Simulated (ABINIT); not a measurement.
**Cl (Cmce): G0W0 in ABINIT against the bands in the screening**

Wanted: the cheapest bands in the screening that holds the gap of Cl (Cmce).

Program: ABINIT 10.8.3. Level of theory: PBE and many-body steps on it, plane waves. Results are calculated unless marked as measured.

### 1. Set-up

The structure is orthorhombic, space group Cmce (No. 64). The conventional cell has a = 6.290 Å, b = 4.500 Å, c = 8.210 Å, α = 90.00°, β = 90.00°, γ = 90.00°. Nearest to Cl lie 1 Cl at 2.02 Å.

The cell and positions come from the Crystallography Open Database and are kept as given unless a step says otherwise.

### 2. Screening, 4×4×2 mesh, 22 bands, screening to 130.6 eV

This step: ABINIT 10.8.3; RPA screening on PBE, plane waves, norm-conserving pseudopotentials.

The RPA dielectric matrix is built and inverted for each q.

The input, run.abi:

```
acell 3*1.0 Angstrom
rprim 
  3.145000000000 -2.250000000000 0.000000000000
  3.145000000000 2.250000000000 0.000000000000
  0.000000000000 0.000000000000 8.210000000000
ntypat 1
znucl 17
natom 4
typat 1 1 1 1
xred 
  0.870000000000 0.130000000000 0.100000000000
  0.630000000000 0.370000000000 0.600000000000
  0.130000000000 0.870000000000 0.900000000000
  0.370000000000 0.630000000000 0.400000000000
pp_dirpath "pseudos"
pseudos "Cl.upf"
ecut 25
ngkpt 4 4 2
nshiftk 1
shiftk 0 0 0
kptopt 1
chksymbreak 0
istwfk *1
occopt 1
irdwfk 1
optdriver 3
nband 22
ecuteps 4.8
inclvkb 2
awtr 1
symchi 1
indata_prefix "in"
outdata_prefix "out"
tmpdata_prefix "tmp"
```

The run is started by

```bash
$ OMP_NUM_THREADS=1 mpirun -n 8 abinit run.abi > log
```

Log:

```text
.Version 10.8.3 of ABINIT. v10.8.2 released Aug 2026.

 Symmetries : space group Cm c a (# 64); Bravais oC (1-face-center ortho.)
[... echo of the input left out ...]
== DATASET  1 ==================================================================
-   mpi_nproc: 8, omp_nthreads: 1 (-1 if OMP is not activated)

--- !DatasetInfo
iteration_state: {dtset: 1, }
dimensions: {natom: 4, nkpt: 14, mband: 22, nsppol: 1, nspinor: 1, nspden: 1, mpw: 4726, }
cutoff_energies: {ecut:  25.0, pawecutdg:  -1.0, }
electrons: {nelect:   2.80000000E+01, charge:   0.00000000E+00, occopt:   1.00000000E+00, tsmear:   1.00000000E-02, }

 SCREENING: Calculation of the susceptibility and dielectric matrices

 Based on a program developped by R.W. Godby, V. Olevano, G. Onida, and L. Reining.
 Incorporated in ABINIT by V. Olevano, G.-M. Rignanese, and M. Torrent.
.Using double precision arithmetic ; gwpc =  8

[... cell and pseudopotentials left out ...]
--------------------------------------------------------------------------------

 ==== K-mesh for the wavefunctions ====
 Number of points in the irreducible wedge :    14
[... list of points left out ...]
 Together with  8 symmetry operations and time-reversal symmetry
 yields    32 points in the full Brillouin Zone.

 ==== Q-mesh for the screening function ====
 Number of points in the irreducible wedge :    14
[... list of points left out ...]
 Together with  8 symmetry operations and time-reversal symmetry
 yields    32 points in the full Brillouin Zone.

 setmesh: FFT mesh size selected  =    24x   24x   54
          total number of points  =        31104

 vcoul_init : cutoff-mode = AUXILIARY_FUNCTION
 q-points for optical limit:   1
     1)      0.000010    0.000020    0.000030

- screening: taking advantage of time-reversal symmetry
- Maximum band index for partially occupied states nbvw = 14
- Remaining bands to be divided among processors   nbcw = 8
- Number of bands treated by each node ~1

 Number of electrons calculated from density =   28.0000; Expected =   28.0000
 average of density, n =  0.035710
 r_s =    1.8838
 omega_plasma =   18.2284 [eV]

 calculating chi0 at frequencies [eV] :
  1    0.000000E+00    0.000000E+00
  2    0.000000E+00    1.822838E+01

--------------------------------------------------------------------------------
  q-point number  1        q = ( 0.000000, 0.000000, 0.000000) [r.l.u.]
--------------------------------------------------------------------------------
[... chi0 elements left out ...]
 For q-point:  0.000010 0.000020 0.000030
  dielectric constant =   2.5310
  dielectric constant without local fields =   2.8954

  Average fulfillment of the sum rule on Im[epsilon] for q-point    1 :     22.72  [%]
[... wings left out ...]
  q-point number  2        q = ( 0.250000, 0.000000, 0.000000) [r.l.u.]
--------------------------------------------------------------------------------
[... chi0 elements left out ...]
  Average fulfillment of the sum rule on Im[epsilon] for q-point    2 :     25.70  [%]

 [... 12 further q-points ...]
```

The job ended after 5.5 s (8 MPI ranks of Arm Neoverse V2, shared host; peak memory 1.6 GiB; 43 s of CPU time).

This step gave:

- ε∞ with local fields, on this mesh, along the program's q direction: 2.531
- the same without local fields: 2.895
- plasma frequency: 18.23 eV
- plane waves in the screening matrix: 403

Local fields lower ε∞ by 13 %. On a Γ-centred mesh this coarse the value itself is usually too large, while a short band sum pulls it down.

### 3. 22 bands

This step: G0W0 on PBE, plane waves, norm-conserving pseudopotentials.

run.abi: that of step 2 with these lines changed.

```diff
@@ -25,8 +25,17 @@
 irdwfk 1
-optdriver 3
-nband 22
+optdriver 4
+nband 101
+gwcalctyp 0
+ecutsigx 25
+symsigma 1
+nkptgw 2
+kptgw 
+  0.5000000000 0.5000000000 0.0000000000
+  0.0000000000 0.0000000000 0.0000000000
+bdgw 
+  13 16
+  13 16
 ecuteps 4.8
-inclvkb 2
-awtr 1
-symchi 1
+irdscr 1
+ppmodel 1
 indata_prefix "in"
```

Log:

```text
.Version 10.8.3 of ABINIT. v10.8.2 released Aug 2026.

 Symmetries : space group Cm c a (# 64); Bravais oC (1-face-center ortho.)
[... echo of the input left out ...]
== DATASET  1 ==================================================================
-   mpi_nproc: 8, omp_nthreads: 1 (-1 if OMP is not activated)

--- !DatasetInfo
iteration_state: {dtset: 1, }
dimensions: {natom: 4, nkpt: 14, mband: 101, nsppol: 1, nspinor: 1, nspden: 1, mpw: 4726, }
cutoff_energies: {ecut:  25.0, pawecutdg:  -1.0, }
electrons: {nelect:   2.80000000E+01, charge:   0.00000000E+00, occopt:   1.00000000E+00, tsmear:   1.00000000E-02, }

 SIGMA: Calculation of the GW corrections

 Based on a program developped by R.W. Godby, V. Olevano, G. Onida, and L. Reining.
 Incorporated in ABINIT by V. Olevano, G.-M. Rignanese, and M. Torrent.
.Using double precision arithmetic ; gwpc =  8

[... cell and pseudopotentials left out ...]
--------------------------------------------------------------------------------

 ==== K-mesh for the wavefunctions ====
 Number of points in the irreducible wedge :    14
[... list of points left out ...]
 Together with  8 symmetry operations and time-reversal symmetry
 yields    32 points in the full Brillouin Zone.

 ==== Q-mesh for screening function ====
 Number of points in the irreducible wedge :    14
[... list of points left out ...]
 Together with  8 symmetry operations and time-reversal symmetry
 yields    32 points in the full Brillouin Zone.

 vcoul_init : cutoff-mode = AUXILIARY_FUNCTION
 q-points for optical limit:   1
     1)      0.000010    0.000020    0.000030
 setmesh: FFT mesh size selected  =    36x   36x   72
          total number of points  =        93312

 Number of electrons calculated from density =   28.0000; Expected =   28.0000
 average of density, n =  0.035710
 r_s =    1.8838
 omega_plasma =   18.2284 [eV]

 === KS Band Gaps ===
  >>>> For spin  1
   Minimum direct gap =   2.5251 [eV], located at k-point      :   0.0000  0.0000  0.0000
   Fundamental gap    =   2.4691 [eV], Top of valence bands at :   0.5000  0.5000  0.0000
                                       Bottom of conduction at :   0.0000  0.0000  0.0000
 SIGMA fundamental parameters:
 PLASMON POLE MODEL  1
 number of plane-waves for SigmaX                 4675
 number of plane-waves for SigmaC and W            403
 number of plane-waves for wavefunctions          4675
 number of bands                                   101
 number of independent spin polarizations            1
 number of spinorial components                      1
 number of k-points in IBZ                          14
 number of q-points in IBZ                          14
 number of symmetry operations                       8
 number of k-points in BZ                           32
 number of q-points in BZ                           32
 number of frequencies for dSigma/dE                 9
 frequency step for dSigma/dE [eV]                0.25
 number of omega for Sigma on real axis              0
 max omega for Sigma on real axis  [eV]           0.00
 zcut for avoiding poles [eV]                     0.10

 EPSILON^-1 parameters (SCR file):
 dimension of the eps^-1 matrix on file            403
 dimension of the eps^-1 matrix used               403
 number of plane-waves for wavefunctions          4675
 number of bands                                    22
 number of q-points in IBZ                          14
 number of frequencies                               2
 number of real frequencies                          1
 number of imag frequencies                          1

 matrix elements of self-energy operator (all in [eV])

 Perturbative Calculation

--- !SelfEnergy_ee
iteration_state: {dtset: 1, }
kpoint     : [   0.500,    0.500,    0.000, ]
spin       : 1
KS_gap     :    2.546
QP_gap     :    6.466
Delta_QP_KS:    3.920
data: !SigmaeeData |
     Band     E0 <VxcDFT>   SigX SigC(E0)      Z dSigC/dE  Sig(E)    E-E0       E
       13  -1.186 -14.321 -18.741   2.641   0.782  -0.280 -15.711  -1.391  -2.577
       14  -0.824 -14.674 -19.122   2.578   0.790  -0.266 -16.151  -1.477  -2.301
       15   1.722 -14.106  -8.998  -1.986   0.782  -0.278 -11.664   2.443   4.165
       16   1.912 -14.243  -9.064  -1.999   0.779  -0.283 -11.765   2.478   4.391

--- !SelfEnergy_ee
iteration_state: {dtset: 1, }
kpoint     : [   0.000,    0.000,    0.000, ]
spin       : 1
KS_gap     :    2.525
QP_gap     :    6.377
Delta_QP_KS:    3.852
data: !SigmaeeData |
     Band     E0 <VxcDFT>   SigX SigC(E0)      Z dSigC/dE  Sig(E)    E-E0       E
       13  -0.970 -14.511 -19.022   2.608   0.788  -0.268 -16.011  -1.500  -2.470
       14  -0.880 -14.708 -19.184   2.609   0.788  -0.269 -16.180  -1.472  -2.352
       15   1.645 -13.980  -8.981  -1.967   0.785  -0.274 -11.600   2.380   4.025
       16   2.208 -14.626  -9.222  -2.115   0.774  -0.292 -12.081   2.545   4.752

== END DATASET(S) ==============================================================
================================================================================

 -outvars: echo values of variables after computation  --------
           etotal      0.0000000000E+00
            nband         101
             nkpt          14
          spgroup          64
 [... the other variables as echoed above ...]

 Calculation completed.
```

It took 11 s on 8 MPI ranks; peak memory 2.5 GiB.

Numbers from this step:

```yaml
g0w0_gap_on_the_points_computed: 6.326 eV
starting_gap_on_the_mesh: 2.469 eV
k_of_the_valence_top: 0.5, 0.5, 0
k_of_the_conduction_bottom: 0, 0, 0
z_at_the_valence_top: 0.79
z_at_the_conduction_bottom: 0.785
least_direct_g0w0_gap_on_the_computed_points: 6.377 eV
```

### 4. Screening, 4×4×2 mesh, 34 bands, screening to 130.6 eV

This step: RPA screening on PBE, plane waves, norm-conserving pseudopotentials.

run.abi: that of step 3 with these lines changed.

```diff
@@ -25,17 +25,8 @@
 irdwfk 1
-optdriver 4
-nband 101
-gwcalctyp 0
-ecutsigx 25
-symsigma 1
-nkptgw 2
-kptgw 
-  0.5000000000 0.5000000000 0.0000000000
-  0.0000000000 0.0000000000 0.0000000000
-bdgw 
-  13 16
-  13 16
+optdriver 3
+nband 34
 ecuteps 4.8
-irdscr 1
-ppmodel 1
+inclvkb 2
+awtr 1
+symchi 1
 indata_prefix "in"
```

Log:

```text
.Version 10.8.3 of ABINIT. v10.8.2 released Aug 2026.

 Symmetries : space group Cm c a (# 64); Bravais oC (1-face-center ortho.)
[... echo of the input left out ...]
== DATASET  1 ==================================================================
-   mpi_nproc: 8, omp_nthreads: 1 (-1 if OMP is not activated)

--- !DatasetInfo
iteration_state: {dtset: 1, }
dimensions: {natom: 4, nkpt: 14, mband: 34, nsppol: 1, nspinor: 1, nspden: 1, mpw: 4726, }
cutoff_energies: {ecut:  25.0, pawecutdg:  -1.0, }
electrons: {nelect:   2.80000000E+01, charge:   0.00000000E+00, occopt:   1.00000000E+00, tsmear:   1.00000000E-02, }

 SCREENING: Calculation of the susceptibility and dielectric matrices

 Based on a program developped by R.W. Godby, V. Olevano, G. Onida, and L. Reining.
 Incorporated in ABINIT by V. Olevano, G.-M. Rignanese, and M. Torrent.
.Using double precision arithmetic ; gwpc =  8

[... cell and pseudopotentials left out ...]
--------------------------------------------------------------------------------

 ==== K-mesh for the wavefunctions ====
 Number of points in the irreducible wedge :    14
[... list of points left out ...]
 Together with  8 symmetry operations and time-reversal symmetry
 yields    32 points in the full Brillouin Zone.

 ==== Q-mesh for the screening function ====
 Number of points in the irreducible wedge :    14
[... list of points left out ...]
 Together with  8 symmetry operations and time-reversal symmetry
 yields    32 points in the full Brillouin Zone.

 setmesh: FFT mesh size selected  =    24x   24x   54
          total number of points  =        31104

 vcoul_init : cutoff-mode = AUXILIARY_FUNCTION
 q-points for optical limit:   1
     1)      0.000010    0.000020    0.000030

- screening: taking advantage of time-reversal symmetry
- Maximum band index for partially occupied states nbvw = 14
- Remaining bands to be divided among processors   nbcw = 20
- Number of bands treated by each node ~2

 Number of electrons calculated from density =   28.0000; Expected =   28.0000
 average of density, n =  0.035710
 r_s =    1.8838
 omega_plasma =   18.2284 [eV]

 calculating chi0 at frequencies [eV] :
  1    0.000000E+00    0.000000E+00
  2    0.000000E+00    1.822838E+01

--------------------------------------------------------------------------------
  q-point number  1        q = ( 0.000000, 0.000000, 0.000000) [r.l.u.]
--------------------------------------------------------------------------------
[... chi0 elements left out ...]
 For q-point:  0.000010 0.000020 0.000030
  dielectric constant =   2.7632
  dielectric constant without local fields =   3.3825

  Average fulfillment of the sum rule on Im[epsilon] for q-point    1 :     40.75  [%]
[... wings left out ...]
  q-point number  2        q = ( 0.250000, 0.000000, 0.000000) [r.l.u.]
--------------------------------------------------------------------------------
[... chi0 elements left out ...]
  Average fulfillment of the sum rule on Im[epsilon] for q-point    2 :     49.82  [%]

 [... 12 further q-points ...]
```

The job ended after 12 s (8 MPI ranks; peak memory 1.8 GiB).

This step gave:

- ε∞ with local fields, on this mesh, along the program's q direction: 2.763
- the same without local fields: 3.382
- plasma frequency: 18.23 eV
- plane waves in the screening matrix: 403

### 5. 34 bands

The self-energy is evaluated for the states that the input lists, and the levels follow from it, in one-shot runs by the linearised quasiparticle equation.

This step: G0W0 on PBE, plane waves, norm-conserving pseudopotentials.

run.abi: that of step 4 with these lines changed.

```diff
@@ -25,8 +25,17 @@
 irdwfk 1
-optdriver 3
-nband 34
+optdriver 4
+nband 101
+gwcalctyp 0
+ecutsigx 25
+symsigma 1
+nkptgw 2
+kptgw 
+  0.5000000000 0.5000000000 0.0000000000
+  0.0000000000 0.0000000000 0.0000000000
+bdgw 
+  13 16
+  13 16
 ecuteps 4.8
-inclvkb 2
-awtr 1
-symchi 1
+irdscr 1
+ppmodel 1
 indata_prefix "in"
```

Log:

```text
.Version 10.8.3 of ABINIT. v10.8.2 released Aug 2026.

 Symmetries : space group Cm c a (# 64); Bravais oC (1-face-center ortho.)
[... echo of the input left out ...]
== DATASET  1 ==================================================================
-   mpi_nproc: 8, omp_nthreads: 1 (-1 if OMP is not activated)

--- !DatasetInfo
iteration_state: {dtset: 1, }
dimensions: {natom: 4, nkpt: 14, mband: 101, nsppol: 1, nspinor: 1, nspden: 1, mpw: 4726, }
cutoff_energies: {ecut:  25.0, pawecutdg:  -1.0, }
electrons: {nelect:   2.80000000E+01, charge:   0.00000000E+00, occopt:   1.00000000E+00, tsmear:   1.00000000E-02, }

 SIGMA: Calculation of the GW corrections

 Based on a program developped by R.W. Godby, V. Olevano, G. Onida, and L. Reining.
 Incorporated in ABINIT by V. Olevano, G.-M. Rignanese, and M. Torrent.
.Using double precision arithmetic ; gwpc =  8

[... cell and pseudopotentials left out ...]
--------------------------------------------------------------------------------

 ==== K-mesh for the wavefunctions ====
 Number of points in the irreducible wedge :    14
[... list of points left out ...]
 Together with  8 symmetry operations and time-reversal symmetry
 yields    32 points in the full Brillouin Zone.

 ==== Q-mesh for screening function ====
 Number of points in the irreducible wedge :    14
[... list of points left out ...]
 Together with  8 symmetry operations and time-reversal symmetry
 yields    32 points in the full Brillouin Zone.

 vcoul_init : cutoff-mode = AUXILIARY_FUNCTION
 q-points for optical limit:   1
     1)      0.000010    0.000020    0.000030
 setmesh: FFT mesh size selected  =    36x   36x   72
          total number of points  =        93312

 Number of electrons calculated from density =   28.0000; Expected =   28.0000
[...]
number of omega for Sigma on real axis              0
 max omega for Sigma on real axis  [eV]           0.00
 zcut for avoiding poles [eV]                     0.10

 EPSILON^-1 parameters (SCR file):
 dimension of the eps^-1 matrix on file            403
 dimension of the eps^-1 matrix used               403
 number of plane-waves for wavefunctions          4675
 number of bands                                    34
 number of q-points in IBZ                          14
 number of frequencies                               2
 number of real frequencies                          1
 number of imag frequencies                          1

 matrix elements of self-energy operator (all in [eV])

 Perturbative Calculation

--- !SelfEnergy_ee
iteration_state: {dtset: 1, }
kpoint     : [   0.500,    0.500,    0.000, ]
spin       : 1
KS_gap     :    2.546
QP_gap     :    5.995
Delta_QP_KS:    3.449
data: !SigmaeeData |
     Band     E0 <VxcDFT>   SigX SigC(E0)      Z dSigC/dE  Sig(E)    E-E0       E
       13  -1.186 -14.321 -18.741   2.780   0.786  -0.272 -15.611  -1.290  -2.476
       14  -0.824 -14.674 -19.122   2.737   0.791  -0.263 -16.029  -1.355  -2.179
       15   1.722 -14.106  -8.998  -2.460   0.791  -0.265 -12.012   2.094   3.816
[...]
--- !SelfEnergy_ee
iteration_state: {dtset: 1, }
kpoint     : [   0.000,    0.000,    0.000, ]
spin       : 1
KS_gap     :    2.525
QP_gap     :    5.898
Delta_QP_KS:    3.373
data: !SigmaeeData |
     Band     E0 <VxcDFT>   SigX SigC(E0)      Z dSigC/dE  Sig(E)    E-E0       E
[...]
15   1.645 -13.980  -8.981  -2.448   0.793  -0.261 -11.957   2.023   3.668
       16   2.208 -14.626  -9.222  -2.582   0.784  -0.276 -12.415   2.211   4.419

== END DATASET(S) ==============================================================
================================================================================

 -outvars: echo values of variables after computation  --------
           etotal      0.0000000000E+00
            nband         101
             nkpt          14
          spgroup          64
 [... the other variables as echoed above ...]

 Calculation completed.
```

Wall time 11 s (8 MPI ranks); peak memory 2.5 GiB.

This step gave:

| Quantity | Value |
| --- | --- |
| G0W0 gap on the points computed | 5.847 eV |
| starting gap on the mesh | 2.469 eV |
| k of the valence top | 0.5, 0.5, 0 |
| k of the conduction bottom | 0, 0, 0 |
| Z at the valence top | 0.791 |
| Z at the conduction bottom | 0.793 |
| least direct G0W0 gap on the computed points | 5.898 eV |

The gap on the mesh goes from 2.47 eV to 5.85 eV, a correction of +3.38 eV.

[end of part 1 of 2]

[Paths, hosts, dates, memory and timing lines, banners, echoed tables and standing remarks are left out of the program output.]

[Logs are printed without paths, hosts, clocks, repeated set-up lines and the standing remarks that a program may print on its own settings, such as how far it seeks lower states.]

[Runs of the session that timed out or met a known fault of the program may be left out.]

[Hosts, paths, dates, database ids (printed as entryN), source tags and the programs' standing remarks are cut or masked in the printed files.]

[G0W0 gaps are taken among the corrected bands and points alone; a level outside them can change the order at an edge.]

[Where Ansatz stands beside ABINIT at settings called matched, ABINIT's density can come from a denser mesh and the files from another edition; pairs whose starting gaps differed by over 0.03 eV were left out, so agreement reads better than it is.]
